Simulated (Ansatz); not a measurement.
## 1T-SrBrI monolayer in a perpendicular field

What dipole does a perpendicular field induce in the 1T-SrBrI monolayer, and does the gap follow? A positive field points along +c.

Calculated with Ansatz 0.2.0; plane-wave DFT, PBE-D3(BJ), Ansatz PAW (set soft_1); PAW set soft_1.

## Step 1: The structure

The cell holds 3 atoms: 1 I, 1 Sr and 1 Br. Cell: a = 4.390 Å, b = 4.390 Å, c = 38.590 Å, α = 90.0°, β = 90.0°, γ = 120.0°. Vacuum lies along c.

Structure file:

```cif
data_structure
_symmetry_space_group_name_H-M 'P 1'
_symmetry_Int_Tables_number 1
_cell_length_a 4.3903
_cell_length_b 4.3903
_cell_length_c 38.5905
_cell_angle_alpha 90.000
_cell_angle_beta 90.000
_cell_angle_gamma 120.000
_cell_volume 644.17
loop_
_atom_site_label
_atom_site_type_symbol
_atom_site_fract_x
_atom_site_fract_y
_atom_site_fract_z
_atom_site_occupancy
I1 I 0.66667 0.33333 0.45089 1
Sr2 Sr 0.00000 0.00000 0.50411 1
Br3 Br 0.33333 0.66667 0.54911 1
```

## Step 2: Relaxation

The starting cell is a guess, so the in-plane lattice and the atoms are relaxed first, with the slab cut off from its images along the normal.

Input file input.yaml:

```yaml
crystal:
  lattice:
    - [4.390315, 0.0, 0.0]
    - [-2.1951575, 3.8021243206, 0.0]
    - [0.0, 0.0, 38.5904707205]
  atoms:
    - { symbol: I, position: [0.6666666667, 0.3333333333, 0.4508885141] }
    - { symbol: Sr, position: [0.0, 0.0, 0.5041143099] }
    - { symbol: Br, position: [0.3333333333, 0.6666666667, 0.5491114859] }
  periodic: [true, true, false]
kpoints:
  mp_grid: { grid: [12, 12, 1] }
hamiltonian:
  xc: pbe
  dispersion: d3bj
  pseudopotentials: { kind: paw, azcp: { folder: soft_1 } }
scf:
  occupations: { method: fermi_dirac, width: 0.05 }
  convergence: { dr2_threshold: 1.0e-09 }
relax:
  f_tol: 0.004
  max_steps: 90
  cell: {}
output:
  write_potential: true
  write_density: true
  volumetric_format: npy
```

Command:

```sh
ansatz run input.yaml --threads 2 --pin off --max-ram 3072MiB --backend cpu --events-out ev --progress --plain --runs-dir out
```

Numbers of over 12 decimals in the logs are rounded to 6 here.

The log of the run:

```text
Warning: relax.cell: scf.convergence.dr2_threshold = 1e-9 eV is looser than the 1.5774771381e-10 eV advised for a relaxation that steers and ends on the stress (1e-10 eV for each atom of the cell: 3, times the square of relax.cell.stress_2d_tol = 0.05 N/m over 13.8 Å (the atoms' height at the walk's start and 5 Å past either face), 3.626e-2 GPa, over a crystal's default 0.05). What an SCF threshold leaves in a stress goes as its square root, and in the free energy as the threshold itself, and one threshold admits the most on a small cell: [figures from the program's tests cut] Set scf.convergence.dr2_threshold to 1.5774771381e-10 eV or tighter. [rest of the remark cut]
Engine: ansatz 0.2.0, aarch64-unknown-linux-gnu
Pseudopotentials: kind: paw
Pseudopotential: I, paw, valence charge 17, recommended cutoff 420 eV (normal), soft_1/I.paw.azcp
Pseudopotential: Sr, paw, valence charge 10, recommended cutoff 420 eV (normal), soft_1/Sr.paw.azcp
Pseudopotential: Br, paw, valence charge 7, recommended cutoff 420 eV (normal), soft_1/Br.paw.azcp
Functional definition: PBE
  parameter kappa = 0.804
  parameter beta = 0.066725
  exchange = pbe_x(kappa = kappa, mu = beta*pi^2/3)
  correlation = pbe_c(beta = beta)
Crystal: 3 atoms, lattice volume = 644.172 Å³
Basis set: ecut = 420 eV, 12699 PW (Γ), exchange–correlation on 60×60×540 points (8 copies of the dense FFT grid, shifted against one another)
Bands: 21, of which v1, the nominal top of the filled ones, is band 17 counted from 1 (16 counted from 0)
Symmetry: 6 space group operations
Space group: P3m1 (ITA 156), of the structure as read, at distance tolerance 8.6e-5 Å
k-points: 19 of 144 (time reversal used)
Non-local potential: I, projectors of the file, l = 0: 2, l = 1: 2, l = 2: 2, l = 3: 1
Non-local potential: Sr, projectors of the file, l = 0: 3, l = 1: 2, l = 2: 2
Non-local potential: Br, projectors of the file, l = 0: 2, l = 1: 2, l = 2: 2
PAW form: soft (Blöchl's): semilocal exchange-correlation on the pseudo side does not see the compensation charge
PAW one-centre angular grid: I, 590 points (default); XC on 64 Gauss nodes
PAW one-centre angular grid: Sr, 110 points (default); XC on 64 Gauss nodes
PAW one-centre angular grid: Br, 110 points (default); XC on 64 Gauss nodes
Initial density: superposition of atomic densities (neutral atoms: chi_scale 0, normalization atom)
Initial wavefunctions: pseudopotential atomic-orbital guess
Functional: x = pbe(κ = 0.804, μ = 0.219515), c = pbe(β = 0.066725)
iter 1 solved again at ethr=1.95e-3 eV; its pass at ethr=3.10e-3 eV (dr2=6.61e-1 eV) is discarded
SCF iter   1: F=—  HF=-13846.742945 eV  |F-HF|=—  |Δ(HF+E_count)|=         —  Δρ=7.14e-3  dr2=6.48e-1  ethr=1.95e-3  ⟨swp⟩=1.1  Hψ=5240  notcnv=0
preconditioner: auto → Resta (q_TF=auto, 1.671 Å⁻¹)  ε∞=1.4  [insulator: Δε(μ)=3.928 eV  Ē_g=8.331 eV  σ=0.050 eV  W_gap=1.00  n_scr=38 (ndim 8)  ℏωp=5.5 eV  f_vac=0.792  D(μ)=0.00/eV (n_scr^D=0)  ε∞_Penn≈1.4  vacuum switching on, ρ_ref=5.0e-3 e/Å³]
SCF iter   2: F=—  HF=-13846.617175 eV  |F-HF|=—  |Δ(HF+E_count)|=   1.26e-1  Δρ=3.05e-3  dr2=7.74e-2  ethr=1.91e-3  ⟨swp⟩=3.6  Hψ=710  notcnv=0
SCF iter   3: F=—  HF=-13846.639391 eV  |F-HF|=—  |Δ(HF+E_count)|=   2.22e-2  Δρ=1.33e-3  dr2=3.03e-2  ethr=2.28e-4  ⟨swp⟩=4.5  Hψ=958  notcnv=0
SCF iter   4: F=—  HF=-13846.640911 eV  |F-HF|=—  |Δ(HF+E_count)|=   1.52e-3  Δρ=5.88e-4  dr2=6.19e-3  ethr=8.91e-5  ⟨swp⟩=4.9  Hψ=885  notcnv=0
SCF iter   5: F=—  HF=-13846.641683 eV  |F-HF|=—  |Δ(HF+E_count)|=   7.72e-4  Δρ=1.39e-4  dr2=2.26e-4  ethr=1.82e-5  ⟨swp⟩=2.2  Hψ=740  notcnv=0
SCF iter   6: F=—  HF=-13846.641836 eV  |F-HF|=—  |Δ(HF+E_count)|=   1.53e-4  Δρ=3.76e-5  dr2=2.08e-5  ethr=6.64e-7  ⟨swp⟩=3.1  Hψ=739  notcnv=0
SCF iter   7: F=—  HF=-13846.641836 eV  |F-HF|=—  |Δ(HF+E_count)|=   2.77e-7  Δρ=1.07e-5  dr2=1.28e-6  ethr=6.13e-8  ⟨swp⟩=2.9  Hψ=806  notcnv=0
SCF iter   8: F=—  HF=-13846.641928 eV  |F-HF|=—  |Δ(HF+E_count)|=   9.17e-5  Δρ=3.75e-6  dr2=1.24e-7  ethr=3.77e-9  ⟨swp⟩=3.5  Hψ=890  notcnv=0
SCF iter   9: F=—  HF=-13846.641928 eV  |F-HF|=—  |Δ(HF+E_count)|=   5.58e-8  Δρ=1.20e-6  dr2=1.24e-8  ethr=3.64e-10  ⟨swp⟩=3.3  Hψ=825  notcnv=0
SCF iter  10: F=-13846.641928 eV  HF=-13846.641928 eV  |F-HF|=1.06e-9  |Δ(HF+E_count)|=   8.86e-9  Δρ=3.02e-7  dr2=7.57e-10  ethr=2.94e-12  ⟨swp⟩=10.7  Hψ=3616  notcnv=0
SCF 1 converged in 10 iterations: F = -13846.641928 eV  dr2 = 7.57e-10
  Residual-converged pass: ⟨swp⟩=1.1  Hψ=476  notcnv=0  max |occ|·‖R‖ = 7.0e-9 eV (tolerance 1.0e-8 eV)  dr2=7.57e-10  dr2_onsite=2.62e-11  max |Δocc| = 4.8e-29
  greatest PAW one-centre occupation: 0.999 electrons in one spin orbital (limit 2), on the I atom at site 0 (counted from 0), in its partial waves of l = 2
relax step   1: F+E_penalty+E_count = -13846.64192771 eV  Δ(F+E_penalty+E_count) = +0.000e0 eV  max|allowed force component| = 2.822e-1 eV/Å  Δτ_max = 0.0000 Å  P = +0.728 N/m  Ω = 644.172 Å³  fix = [c, alpha, beta]  reactions: c +0.000 N/m  (10 SCF iters, accepted)
Crystal: 3 atoms, lattice volume = 664.817 Å³
Basis set: ecut = 420 eV, 13047 PW (Γ), exchange–correlation on 60×60×540 points (8 copies of the dense FFT grid, shifted against one another)
Initial density: handed on by an earlier stage of this run
Initial wavefunctions: those handed on with the density
iter 1 solved again at ethr=9.55e-5 eV; its pass at ethr=3.10e-3 eV (dr2=3.25e-2 eV) is discarded
SCF iter   1: F=—  HF=-13846.698923 eV  |F-HF|=—  |Δ(HF+E_count)|=         —  Δρ=1.34e-3  dr2=3.22e-2  ethr=9.55e-5  ⟨swp⟩=2.8  Hψ=3823  notcnv=0
preconditioner: auto → Resta (q_TF=auto, 1.662 Å⁻¹)  ε∞=1.4  [insulator: Δε(μ)=4.080 eV  Ē_g=8.190 eV  σ=0.050 eV  W_gap=1.00  n_scr=50 (ndim 8)  ℏωp=5.4 eV  f_vac=0.805  D(μ)=0.00/eV (n_scr^D=0)  ε∞_Penn≈1.4  vacuum switching on, ρ_ref=4.9e-3 e/Å³]
SCF iter   2: F=—  HF=-13846.691546 eV  |F-HF|=—  |Δ(HF+E_count)|=   7.38e-3  Δρ=5.75e-4  dr2=2.82e-3  ethr=9.48e-5  ⟨swp⟩=4.4  Hψ=805  notcnv=0
SCF iter   3: F=—  HF=-13846.691134 eV  |F-HF|=—  |Δ(HF+E_count)|=   4.13e-4  Δρ=2.77e-4  dr2=5.65e-4  ethr=8.30e-6  ⟨swp⟩=2.7  Hψ=619  notcnv=0
SCF iter   4: F=—  HF=-13846.691183 eV  |F-HF|=—  |Δ(HF+E_count)|=   4.90e-5  Δρ=1.23e-4  dr2=2.31e-4  ethr=1.66e-6  ⟨swp⟩=3.3  Hψ=644  notcnv=0
SCF iter   5: F=—  HF=-13846.691154 eV  |F-HF|=—  |Δ(HF+E_count)|=   2.85e-5  Δρ=3.63e-5  dr2=9.24e-6  ethr=6.79e-7  ⟨swp⟩=2.3  Hψ=540  notcnv=0
SCF iter   6: F=—  HF=-13846.691161 eV  |F-HF|=—  |Δ(HF+E_count)|=   6.98e-6  Δρ=8.84e-6  dr2=6.10e-7  ethr=2.72e-8  ⟨swp⟩=3.3  Hψ=821  notcnv=0
[...]
SCF iter   5: F=—  HF=-13846.709200 eV  |F-HF|=—  |Δ(HF+E_count)|=   9.46e-6  Δρ=9.81e-6  dr2=9.20e-7  ethr=1.99e-8  ⟨swp⟩=3.0  Hψ=693  notcnv=0
SCF iter   6: F=—  HF=-13846.709282 eV  |F-HF|=—  |Δ(HF+E_count)|=   8.23e-5  Δρ=1.62e-6  dr2=1.53e-8  ethr=2.70e-9  ⟨swp⟩=2.7  Hψ=633  notcnv=0
SCF iter   7: F=—  HF=-13846.709282 eV  |F-HF|=—  |Δ(HF+E_count)|=   2.80e-8  Δρ=4.94e-7  dr2=1.16e-9  ethr=4.49e-11  ⟨swp⟩=3.4  Hψ=869  notcnv=0
SCF iter   8: F=-13846.709282 eV  HF=-13846.709282 eV  |F-HF|=9.09e-12  |Δ(HF+E_count)|=   2.88e-9  Δρ=1.13e-7  dr2=1.14e-10  ethr=2.94e-12  ⟨swp⟩=12.2  Hψ=3133  notcnv=0
SCF 3 converged in 8 iterations: F = -13846.709282 eV  dr2 = 1.14e-10
relax step   3: F+E_penalty+E_count = -13846.70928233 eV  Δ(F+E_penalty+E_count) = -1.803e-2 eV  max|allowed force component| = 9.291e-2 eV/Å  Δτ_max = 0.0414 Å  P = +0.654 N/m  Ω = 683.318 Å³  energy of the carried Pulay correction = -2.380e-4 eV  fix = [c, alpha, beta]  reactions: c +0.000 N/m  (8 SCF iters, accepted)
[...]
relax step   4: F+E_penalty+E_count = -13846.72209327 eV  Δ(F+E_penalty+E_count) = -1.281e-2 eV  max|allowed force component| = 3.940e-2 eV/Å  Δτ_max = 0.0349 Å  P = +0.117 N/m  Ω = 710.671 Å³  energy of the carried Pulay correction = -3.961e-4 eV  fix = [c, alpha, beta]  reactions: c +0.000 N/m  (8 SCF iters, accepted)
[...]
relax step   5: F+E_penalty+E_count = -13846.72252689 eV  Δ(F+E_penalty+E_count) = -4.336e-4 eV  max|allowed force component| = 9.947e-3 eV/Å  Δτ_max = 0.0076 Å  P = -0.001 N/m  Ω = 713.587 Å³  energy of the carried Pulay correction = -4.126e-4 eV  fix = [c, alpha, beta]  reactions: c -0.000 N/m  (7 SCF iters, accepted)
[...]
relax step   6: F+E_penalty+E_count = -13846.72252851 eV  Δ(F+E_penalty+E_count) = -1.622e-6 eV  max|allowed force component| = 1.085e-2 eV/Å  Δτ_max = 0.0024 Å  P = -0.003 N/m  Ω = 713.894 Å³  energy of the carried Pulay correction = -4.143e-4 eV  fix = [c, alpha, beta]  reactions: c -0.000 N/m  (8 SCF iters, accepted)
[...]
relax step   7: F+E_penalty+E_count = -13846.72254016 eV  Δ(F+E_penalty+E_count) = -1.165e-5 eV  max|allowed force component| = 1.801e-4 eV/Å  Δτ_max = 0.0015 Å  P = +0.001 N/m  Ω = 714.006 Å³  energy of the carried Pulay correction = -4.150e-4 eV  fix = [c, alpha, beta]  reactions: c +0.000 N/m  (6 SCF iters, accepted)
Basis set: ecut = 420 eV, 14007 PW (Γ), exchange–correlation on 64×64×540 points (8 copies of the dense FFT grid, shifted against one another)
Initial wavefunctions: pseudopotential atomic-orbital guess (no wavefunctions were taken with the density)
iter 1 solved again at ethr=1.35e-6 eV; its pass at ethr=3.10e-3 eV (dr2=4.58e-4 eV) is discarded
SCF iter   1: F=—  HF=-13846.717382 eV  |F-HF|=—  |Δ(HF+E_count)|=         —  Δρ=1.01e-4  dr2=2.31e-6  ethr=1.35e-6  ⟨swp⟩=5.4  Hψ=6171  notcnv=0
preconditioner: auto → Resta (q_TF=auto, 1.643 Å⁻¹)  ε∞=1.4  [insulator: Δε(μ)=4.441 eV  Ē_g=8.151 eV  σ=0.050 eV  W_gap=1.00  n_scr=50 (ndim 8)  ℏωp=5.2 eV  f_vac=0.809  D(μ)=0.00/eV (n_scr^D=0)  ε∞_Penn≈1.4  vacuum switching on, ρ_ref=4.8e-3 e/Å³]
SCF iter   2: F=—  HF=-13846.721169 eV  |F-HF|=—  |Δ(HF+E_count)|=   3.79e-3  Δρ=5.06e-5  dr2=5.84e-7  ethr=6.79e-9  ⟨swp⟩=4.0  Hψ=1071  notcnv=0
SCF iter   3: F=—  HF=-13846.722823 eV  |F-HF|=—  |Δ(HF+E_count)|=   1.65e-3  Δρ=1.10e-5  dr2=1.81e-7  ethr=1.72e-9  ⟨swp⟩=3.3  Hψ=702  notcnv=0
SCF iter   4: F=—  HF=-13846.722954 eV  |F-HF|=—  |Δ(HF+E_count)|=   1.30e-4  Δρ=2.93e-6  dr2=9.74e-9  ethr=5.33e-10  ⟨swp⟩=3.3  Hψ=719  notcnv=0
SCF iter   5: F=—  HF=-13846.722974 eV  |F-HF|=—  |Δ(HF+E_count)|=   2.00e-5  Δρ=4.87e-7  dr2=4.20e-9  ethr=2.86e-11  ⟨swp⟩=4.1  Hψ=969  notcnv=0
SCF iter   6: F=-13846.722974 eV  HF=-13846.722974 eV  |F-HF|=1.11e-7  |Δ(HF+E_count)|=   6.54e-7  Δρ=1.45e-7  dr2=2.03e-10  ethr=2.94e-12  ⟨swp⟩=18.8  Hψ=3962  notcnv=0
SCF 8 converged in 6 iterations: F = -13846.722974 eV  dr2 = 2.03e-10
relax step   8: F+E_penalty+E_count = -13846.72297448 eV  Δ(F+E_penalty+E_count) = -4.343e-4 eV  max|allowed force component| = 2.927e-4 eV/Å  Δτ_max = 0.0000 Å  P = +0.002 N/m  Ω = 714.006 Å³  fix = [c, alpha, beta]  reactions: c +0.000 N/m  stress off target by 2.33e-3 N/m on what of the cell is left free  SCF on the basis re-selected at this cell (its energy is not comparable with the rows above)  (6 SCF iters)
basis re-selected at this cell: Δ(F+E_penalty+E_count) = -4.343e-4 eV, ΔP = +0.002 N/m vs the last step (what re-selecting the basis moved, of the pressure what is left beyond the Pulay correction that the steps carried, after the strain that the cell walked since its last selection, with what the two solves' SCF thresholds leave and, on support functions, any second-order correction that the steps lacked; it is no measure of the basis error at this ecutwfc). The dense FFT grid was sized anew with the basis: this SCF ran on 32×32×270 points, the steps before it on 30×30×270, so part of this shift can come from that change (see relax.cell in the input reference). [rest of the remark cut]
WARN: The output density's exchange-correlation potential varies sharply where the density is thin. Do not read a vacuum level from v_tot or v_xc, or from such a field of the output density. On a cell that repeats whose density bears no net charge and no dipole along the vacuum's axis use v_es (v_loc + v_h of the components); under efield.dipole_correction with no amplitude use v_es + v_field, which holds any externa [...]
SCF converged after 6 iterations
Free energy (F): -13846.722974 eV
Harris-Foulkes:  -13846.722974 eV  (|F-HF|=1.11e-7)
Internal energy: -13846.722974 eV  (E = F + TS)
E sigma→0 (E₀):  -13846.722974 eV
Fermi energy:    -4.617053 eV
--- Per-component energies (eV) ---
  E_band       = -882.086203
  E_kinetic    = 523.811579
  E_local      = -48319.374925  (includes V_loc(G=0)·N_el)
  E_nonlocal   = 400.578461
  E_hartree    = 23633.505664
  E_xc         = -480.784411
  E_vxc        = -376.259341  (∫ρ·V_xc dr)
  E_paw        = -9788.589320  (= ΣΔE_a)
  E_vpaw       = -377.851883  (= ΣTr[D̂ρ^β])
  E_aug_tail   = -0.002502  (compensation charges beyond the density's cutoff)
  E_ewald      = 20184.636316
  E_disp       = -0.503838  (pairwise vdW)
  E_smearing   = -0.000000  (= −TS)
  E_closure    = -0.000000  (closes the sum)
  Σ components = -13846.722974   (vs F -13846.722974, Δ=0.00e0)
--- Forces (eV/Å), atoms counted from 1 ---
  atom   1  I      0.00000000     0.00000000     0.00029158
  atom   2  Sr     0.00000000    -0.00000000    -0.00010147
  atom   3  Br    -0.00000000    -0.00000000    -0.00019338
  max |Σ_I F_I| component: 3.27e-6 eV/Å
--- 2D stress c σ (N/m, compression-positive) ---
        0.002326      -0.000000      -0.000000
       -0.000000       0.002326      -0.000000
       -0.000000      -0.000000       0.000000
  P = ½ c Tr σ = 0.0023 N/m
--- Band table (eV; the first three rows and the last of 19) ---
  k-point 0: bands = [... 13 lower, -8.2227, -7.2790, -6.8404, -6.8404, -2.3378, -1.4943, -1.4943, -1.3164]
  k-point 1: bands = [... 13 lower, -8.2208, -7.2627, -6.9488, -6.8682, -2.1840, -1.6119 (-1.6119°), -1.4115, -1.2136]
  k-point 2: bands = [... 13 lower, -8.2167, -7.3386, -7.1136, -6.9402, -1.9665, -1.6366 (-1.6366°), -1.1827, -1.0627]
  k-point 18: bands = [... 13 lower, -8.2404, -7.7036, -7.6085, -7.3599, -1.2946, -1.2011, -0.9437, 0.0543]
  ° read free of the cell's end (the report's vacuum.weakly_bound_levels)
--- Relaxed structure (7 steps of the walk, 7 accepted, 1 SCFs on fresh bases) ---
  F+E_penalty+E_count = -13846.72297448 eV   max|allowed force component| = 2.927e-4 eV/Å   (the final SCF, on the basis selected at the relaxed cell)
  cell:  # Å, volume = 714.0058 Å³
    - [4.622166, 0, 0]
    - [-2.311083, 4.002913, 0]
    - [0, 0, 38.5904707205]
  atoms:
    - { symbol: I, position: [0.666667, 0.333333, 0.455558] }
    - { symbol: Sr, position: [0, 0, 0.504534] }
    - { symbol: Br, position: [0.333333, 0.666667, 0.544022] }
```

The job ended after 2 min (2 threads of Arm Neoverse V1, shared host; peak memory 0.85 GiB; 3.9 min of CPU time).

The steps of the relaxation:

| step | energy less that of the first step (eV) | largest force component (eV/Å) | volume (Å³) |
| --- | --- | --- | --- |
| 1 | 0.0000 | 0.2822 | 644.17 |
| 2 | -0.0493 | 0.0672 | 664.82 |
| 3 | -0.0674 | 0.0929 | 683.32 |
| 4 | -0.0802 | 0.0394 | 710.67 |
| 5 | -0.0806 | 0.0099 | 713.59 |
| 6 | -0.0806 | 0.0109 | 713.89 |
| 7 | -0.0806 | 0.0002 | 714.01 |
| 8* | -0.0810 | 0.0003 | 714.01 |

Relaxation steps marked * repeat the geometry before them on a plane-wave basis chosen anew for their cell, so energy and pressure can jump there.

Forces are held to the 6 operations that the run works with; a distortion that breaks them can't arise in this run.

| cell as run | before | after | change |
| --- | --- | --- | --- |
| a (Å) | 4.390 | 4.622 | +5.3 % |
| b (Å) | 4.390 | 4.622 | +5.3 % |

The atoms that moved most (Å, along periodic axes as changes of fractional coordinates times the final cell, across vacuum about the mean position):

| atom | dx | dy | dz | length |
| --- | --- | --- | --- | --- |
| Br3 | 0.000 | 0.000 | -0.196 | 0.196 |
| I1 | 0.000 | 0.000 | 0.180 | 0.180 |
| Sr2 | 0.000 | 0.000 | 0.016 | 0.016 |

Final coordinates:

```
I Sr Br
1.0
     4.62217    0.00000    0.00000
    -2.31108    4.00291    0.00000
     0.00000    0.00000   38.59047
I Sr Br
1 1 1
Direct
  0.66667 0.33333 0.45556
  0.00000 0.00000 0.50453
  0.33333 0.66667 0.54402
```

Numbers from this step:

- gap on the k-mesh: 4.440 eV

The lattice constant a goes from 4.390 to 4.622 Å.

(Part 1 of 2 ends here.)

[Logs are printed without paths, hosts, clocks, repeated set-up lines and the standing remarks that a program may print on its own settings, such as how far it seeks lower states.]

[Hosts, paths, dates, database ids (printed as entryN), source tags and the programs' standing remarks are cut or masked in the printed files.]

[Maps of the electrostatic potential energy from Ansatz leave out the sawtooth potential of an applied field or a dipole correction, so their vacuum need not be flat; planar profiles and work functions include it.]
